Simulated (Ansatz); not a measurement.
## How Ir(100) screens a field

Where does the screening charge of Ir(100) sit?

Program: Ansatz 0.2.0. Level of theory: plane-wave DFT, PBE, Ansatz PAW. Values are calculated unless marked as measured.

Report form: inputs, costs, results and the conclusion, without the logs.

### 1. Starting point

The cell holds 6 atoms: 6 Ir. Its edges and angles: a = 2.715 Å, b = 2.715 Å, c = 27.600 Å, α = 90.0°, β = 90.0°, γ = 90.0°. Vacuum lies along c.

### 2. Single point, field 0

A sawtooth potential applies the field, turning back in the middle of the vacuum. With the dipole correction the typed value is the field outside the slab. The induced dipole is small, so the SCF threshold is tight.

Contents of input.yaml:

```yaml
crystal:
  lattice:
    - [2.7152900398, 0.0, 0.0]
    - [0.0, 2.7152900398, 0.0]
    - [0.0, 0.0, 27.6]
  atoms:
    - { symbol: Ir, position: [0.5, 0.5, 0.3260869565] }
    - { symbol: Ir, position: [0.0, 0.0, 0.3956521739] }
    - { symbol: Ir, position: [0.5, 0.5, 0.4652173913] }
    - { symbol: Ir, position: [0.0, 0.0, 0.5347826087] }
    - { symbol: Ir, position: [0.5, 0.5, 0.6043478261] }
    - { symbol: Ir, position: [0.0, 0.0, 0.6739130435] }
kpoints:
  mp_grid: { grid: [18, 18, 1] }
hamiltonian:
  xc: pbe
scf:
  occupations: { method: fermi_dirac, width: 0.1 }
  convergence: { dr2_threshold: 1.0e-10 }
efield:
  axis: 3
  dipole_correction: true
  ramp_position: 0.97
  ramp_width: 0.06
  amplitude: 0
output:
  forces: true
  write_potential: true
  write_density: true
  volumetric_format: npy
```

The run is started by

```sh
$ ansatz run input.yaml --threads 2 --pin off --max-ram 3072MiB --backend cpu --events-out ev --progress --plain --runs-dir out
```

It took 59 s on 2 threads of Arm Neoverse V1, shared host; peak memory 0.73 GiB.

Read from the output:

* energy at zero smearing: -71609.1449 eV
* work function, upper face: 5.551 eV
* dipole along the normal: -8.07e-9 e·Å

Running mean over 1.92 Å of the planar mean; the ramp of the sawtooth is left out. Table of electron's electrostatic potential energy less the Fermi level by z:

| z (Å) | electron's electrostatic potential energy less the Fermi level (eV) |
| --- | --- |
| 3.5 | 5.55 |
| 4.0 | 5.55 |
| 4.5 | 5.55 |
| 5.0 | 5.55 |
| 5.5 | 5.54 |
| 6.0 | 5.50 |
| 6.5 | 5.34 |
| 7.0 | 4.72 |
| 7.5 | 2.23 |
| 8.0 | -3.51 |
| 8.5 | -9.51 |
| 9.0 | -12.3 |
| 9.5 | -13.0 |
| 10.0 | -13.2 |
| 10.5 | -13.4 |
| 11.0 | -13.5 |
| 11.5 | -13.5 |
| 12.0 | -13.5 |
| 12.5 | -13.6 |
| 13.0 | -13.6 |
| 13.5 | -13.6 |
| 14.0 | -13.6 |
| 14.5 | -13.6 |
| 15.0 | -13.6 |
| 15.5 | -13.6 |
| 16.0 | -13.5 |
| 16.5 | -13.5 |
| 17.0 | -13.4 |
| 17.5 | -13.2 |
| 18.0 | -13.0 |
| 18.5 | -12.5 |
| 19.0 | -10.4 |
| 19.5 | -4.83 |
| 20.0 | 1.30 |
| 20.5 | 4.45 |
| 21.0 | 5.28 |
| 21.5 | 5.48 |
| 22.0 | 5.53 |
| 22.5 | 5.55 |
| 23.0 | 5.55 |
| 23.5 | 5.55 |
| 24.0 | 5.55 |

Force by atom:

| atom | x (eV/Å) | y (eV/Å) | z (eV/Å) | size |
| --- | --- | --- | --- | --- |
| Ir1 | 0.000 | 0.000 | 0.655 | 0.655 |
| Ir2 | 0.000 | 0.000 | -0.990 | 0.990 |
| Ir3 | 0.000 | 0.000 | -0.257 | 0.257 |
| Ir4 | 0.000 | 0.000 | 0.257 | 0.257 |
| Ir5 | 0.000 | 0.000 | 0.990 | 0.990 |
| Ir6 | 0.000 | 0.000 | -0.655 | 0.655 |

The work function of the upper face is 5.55 eV.

### 3. Atoms held, field 0.05 V/Å

Changes to input.yaml since step 2:

```diff
@@ -24,3 +24,3 @@
   ramp_width: 0.06
-  amplitude: 0
+  amplitude: 0.05
 output:
```

Elapsed: 61 s, on 2 threads; peak memory 0.71 GiB.

The dipole is 0.0263 e·Å.

### 4. Atoms held, field -0.05 V/Å

Changes to input.yaml since step 3:

```diff
@@ -24,3 +24,3 @@
   ramp_width: 0.06
-  amplitude: 0.05
+  amplitude: -0.05
 output:
```

It took 59 s on 2 threads; peak memory 0.71 GiB.

The dipole is -0.0263 e·Å.

### 5. Single point, field 0.1 V/Å

Changes to input.yaml since step 4:

```diff
@@ -24,3 +24,3 @@
   ramp_width: 0.06
-  amplitude: -0.05
+  amplitude: 0.1
 output:
```

It took 66 s on 2 threads; peak memory 0.71 GiB; 2.2 min of CPU time.

The dipole is 0.0526 e·Å.

### 6. Atoms held, field -0.1 V/Å

Changes to input.yaml since step 5:

```diff
@@ -24,3 +24,3 @@
   ramp_width: 0.06
-  amplitude: 0.1
+  amplitude: -0.1
 output:
```

Run time: 62 s. Hardware: 2 threads; peak memory 0.71 GiB; 2.1 min of CPU time.

The dipole is -0.0526 e·Å.

### 7. Atoms held, field 0.2 V/Å

Changes to input.yaml since step 6:

```diff
@@ -24,3 +24,3 @@
   ramp_width: 0.06
-  amplitude: -0.1
+  amplitude: 0.2
 output:
```

The job ended after 66 s (2 threads; peak memory 0.71 GiB).

The dipole is 0.105 e·Å.

### 8. Atoms held, field -0.2 V/Å

Changes to input.yaml since step 7:

```diff
@@ -24,3 +24,3 @@
   ramp_width: 0.06
-  amplitude: 0.2
+  amplitude: -0.2
 output:
```

Wall time 62 s (2 threads); peak memory 0.71 GiB; 2.1 min of CPU time.

The dipole is -0.105 e·Å.

### 9. Atoms held, field 0.4 V/Å

Changes to input.yaml since step 8:

```diff
@@ -24,3 +24,3 @@
   ramp_width: 0.06
-  amplitude: -0.2
+  amplitude: 0.4
 output:
@@ -30 +30,2 @@
   volumetric_format: npy
+  elf: true
```

It took 60 s on 2 threads; peak memory 0.71 GiB; 2 min of CPU time.

Running mean over 1.92 Å of the planar mean, with the applied field; the ramp of the sawtooth is left out. Table of electron's electrostatic potential energy less the Fermi level by z:

| z (Å) | electron's electrostatic potential energy less the Fermi level (eV) |
| --- | --- |
| 3.5 | 4.03 |
| 4.0 | 4.23 |
| 4.5 | 4.42 |
| 5.0 | 4.62 |
| 5.5 | 4.81 |
| 6.0 | 4.96 |
| 6.5 | 4.98 |
| 7.0 | 4.52 |
| 7.5 | 2.13 |
| 8.0 | -3.54 |
| 8.5 | -9.51 |
| 9.0 | -12.3 |
| 9.5 | -13.0 |
| 10.0 | -13.2 |
| 10.5 | -13.4 |
| 11.0 | -13.5 |
| 11.5 | -13.5 |
| 12.0 | -13.5 |
| 12.5 | -13.6 |
| 13.0 | -13.6 |
| 13.5 | -13.6 |
| 14.0 | -13.6 |
| 14.5 | -13.6 |
| 15.0 | -13.6 |
| 15.5 | -13.6 |
| 16.0 | -13.5 |
| 16.5 | -13.5 |
| 17.0 | -13.4 |
| 17.5 | -13.2 |
| 18.0 | -13.0 |
| 18.5 | -12.5 |
| 19.0 | -10.4 |
| 19.5 | -4.80 |
| 20.0 | 1.39 |
| 20.5 | 4.64 |
| 21.0 | 5.62 |
| 21.5 | 6.00 |
| 22.0 | 6.25 |
| 22.5 | 6.46 |
| 23.0 | 6.66 |
| 23.5 | 6.86 |
| 24.0 | 7.06 |

The dipole is 0.210 e·Å.

### 10. The response

This step: plane-wave DFT, PBE, Ansatz PAW; screening of a field by a metal slab (Ansatz 0.2.0).

The dipoles give the slope, and the difference of two potentials shows where the field is screened.

This step gave:

```
equivalent conductor thickness p/(ε₀AE)      : 12.90 Å
distance between the outer atoms             : 9.600 Å
inner field over outer field                 : -0.002628
image plane, upper face                      : 1.605 Å
induced electrons on the upper face over ε₀E : -1.007
image plane, lower face                      : 1.605 Å
induced electrons on the lower face over ε₀E : 1.007
```

The dipole of the cell by applied field:

| applied field (V/Å) | dipole of the cell (e·Å) |
| --- | --- |
| -0.200 | -0.105 |
| -0.100 | -0.0526 |
| -0.050 | -0.0263 |
| 0.000 | 0 |
| 0.050 | 0.0263 |
| 0.100 | 0.0526 |
| 0.200 | 0.105 |
| 0.400 | 0.210 |

Local field over the applied field, running mean. From the potentials at -0.05 and 0.05 V/Å; running mean over 1.92 Å. Local field over applied field against z:

z (Å), local field over applied field and a bar from the least value:
```
        5      0.992 ##############################
        6      0.941 ############################
        7      0.694 #####################
        8      0.231 #######
        9     -0.009 
       10      0.002 
       11      0.001 
       12     -0.001 
       13     -0.001 
       14     -0.004 
       15      0.000 
       16      0.000 
       17      0.003 
       18     -0.002 
       19      0.041 #
       20      0.407 ############
       21      0.832 #########################
       22      0.973 #############################
       23      0.996 ##############################
```

The induced electron density oscillates, so the rows of the table below give means over 0.5 Å (shorter at the two ends). Its distinct maxima (Å: e/Å³ per V/Å): 7.76: 0.00434, 8.91: 3.4e-4, 18.26: 5.9e-4, 18.98: 0.00107. Distinct minima: 8.62: -0.00107, 9.34: -5.9e-4, 18.69: -3.4e-4, 19.84: -0.00434.

Electrons, planar mean, per unit field. Induced electron density against z; means over each step:

| z (Å) | induced electron density (e/Å³ per V/Å) |
| --- | --- |
| 4.5 | 1.9e-5 |
| 5.0 | 5.7e-5 |
| 5.5 | 1.5e-4 |
| 6.0 | 4.1e-4 |
| 6.5 | 9.8e-4 |
| 7.0 | 0.00218 |
| 7.5 | 0.00373 |
| 8.0 | 0.00366 |
| 8.5 | 4.9e-5 |
| 9.0 | -1.7e-5 |
| 9.5 | -2.6e-4 |
| 10.0 | -3.1e-5 |
| 10.5 | 8.9e-5 |
| 11.0 | 8.1e-5 |
| 11.5 | -2.4e-5 |
| 12.0 | -8.1e-5 |
| 12.5 | 4.0e-5 |
| 13.0 | 3.7e-5 |
| 13.5 | 4.9e-5 |
| 14.0 | -3.7e-5 |
| 14.5 | -4.4e-5 |
| 15.0 | -4.6e-5 |
| 15.5 | 5.7e-5 |
| 16.0 | 6.5e-5 |
| 16.5 | -8.4e-5 |
| 17.0 | -9.9e-5 |
| 17.5 | 2.1e-5 |
| 18.0 | 1.7e-4 |
| 18.5 | 6.9e-5 |
| 19.0 | 3.5e-4 |
| 19.5 | -0.00316 |
| 20.0 | -0.00397 |
| 20.5 | -0.00247 |
| 21.0 | -0.00117 |
| 21.5 | -4.8e-4 |
| 22.0 | -1.9e-4 |
| 22.5 | -6.9e-5 |
| 23.0 | -2.4e-5 |

By hand: between -0.05 and 0.05 V/Å the dipole changes by 0.05258 e·Å, a slope of 0.5258 e·Å²/V. A perfect conductor of thickness t has p = ε₀AEt, so t = 180.95 × 0.5258 / 7.373 = 12.90 Å (e/ε₀ = 180.95 V·Å, A in Å²). Less the 9.60 Å between the outer atoms, and halved, that puts each image plane 1.65 Å out.

The induced dipole is that of a conductor 12.90 Å thick.

### 11. A changed input: efield.ramp_width = 0.04

This step: plane-wave DFT, PBE, Ansatz PAW (Ansatz 0.2.0).

A run with a changed input: it repeats the earlier run at 0.05 V/Å with efield.ramp_width from 0.06 to 0.04.

Changes to input.yaml since step 9:

```diff
@@ -23,4 +23,4 @@
   ramp_position: 0.97
-  ramp_width: 0.06
-  amplitude: 0.4
+  ramp_width: 0.04
+  amplitude: 0.05
 output:
@@ -30,2 +30 @@
   volumetric_format: npy
-  elf: true
```

It took 61 s on 2 threads; peak memory 0.71 GiB; 2 min of CPU time.

Numbers from this step:

```
energy at zero smearing : -71609.1456 eV
dipole along the normal : 0.02629 e·Å
```

Force by atom:

| atom | x (eV/Å) | y (eV/Å) | z (eV/Å) | size |
| --- | --- | --- | --- | --- |
| Ir1 | 0.000 | 0.000 | 0.654 | 0.654 |
| Ir2 | 0.000 | 0.000 | -0.991 | 0.991 |
| Ir3 | 0.000 | 0.000 | -0.256 | 0.256 |
| Ir4 | 0.000 | 0.000 | 0.258 | 0.258 |
| Ir5 | 0.000 | 0.000 | 0.989 | 0.989 |
| Ir6 | 0.000 | 0.000 | -0.655 | 0.655 |

| quantity | this run | earlier run | difference |
| --- | --- | --- | --- |
| dipole along the normal (e·Å) | 0.02629 | 0.02629 | -1.1e-7 |

The dipole moves by under 0.5 % or 5e-5 e·Å.

### 12. The same run with other settings

Another changed input: it repeats the earlier run at 0.05 V/Å with efield.dipole_correction from true to false.

Changes to input.yaml since step 11:

```diff
@@ -21,5 +21,5 @@
   axis: 3
-  dipole_correction: true
+  dipole_correction: false
   ramp_position: 0.97
-  ramp_width: 0.04
+  ramp_width: 0.06
   amplitude: 0.05
```

It took 52 s on 2 threads; peak memory 0.73 GiB; 1.7 min of CPU time.

| quantity | this run | earlier run | difference |
| --- | --- | --- | --- |
| dipole along the normal (e·Å) | 0.04937 | 0.02629 | 0.023 |

With the dipole correction off, the periodic images add a field of their own to the typed one.

It moves by +0.0231 e·Å.

These numbers are not those of the isolated slab.

### 13. Results

```yaml
work_function: 5.55 eV
image_plane_upper_face: 1.60 Å
induced_electrons_on_the_upper_face_over_eps_0e: -1.01
equivalent_conductor_thickness_p_eps_0ae: 12.9 Å
inner_field_over_outer_field: -0.00263
```

The induced charge has its centre 1.60 Å outside the outermost atoms; this is the plane from which a capacitor's gap or an image potential counts. The equivalent conductor thickness exceeds the distance between the outer atoms by 3.30 Å, about the sum of the two image-plane distances. In the middle of the slab the field is screened to under 0.5 % of its outer value. The atoms are held at bulk positions with the tabulated experimental lattice constant.

[Long decimals in the printed logs are rounded to 6 places.]

[Logs are printed without paths, hosts, clocks, repeated set-up lines and the standing remarks that a program may print on its own settings, such as how far it seeks lower states.]

[Hosts, paths, dates, database ids (printed as entryN), source tags and the programs' standing remarks are cut or masked in the printed files.]

[Maps of the electrostatic potential energy from Ansatz leave out the sawtooth potential of an applied field or a dipole correction, so their vacuum need not be flat; planar profiles and work functions include it.]
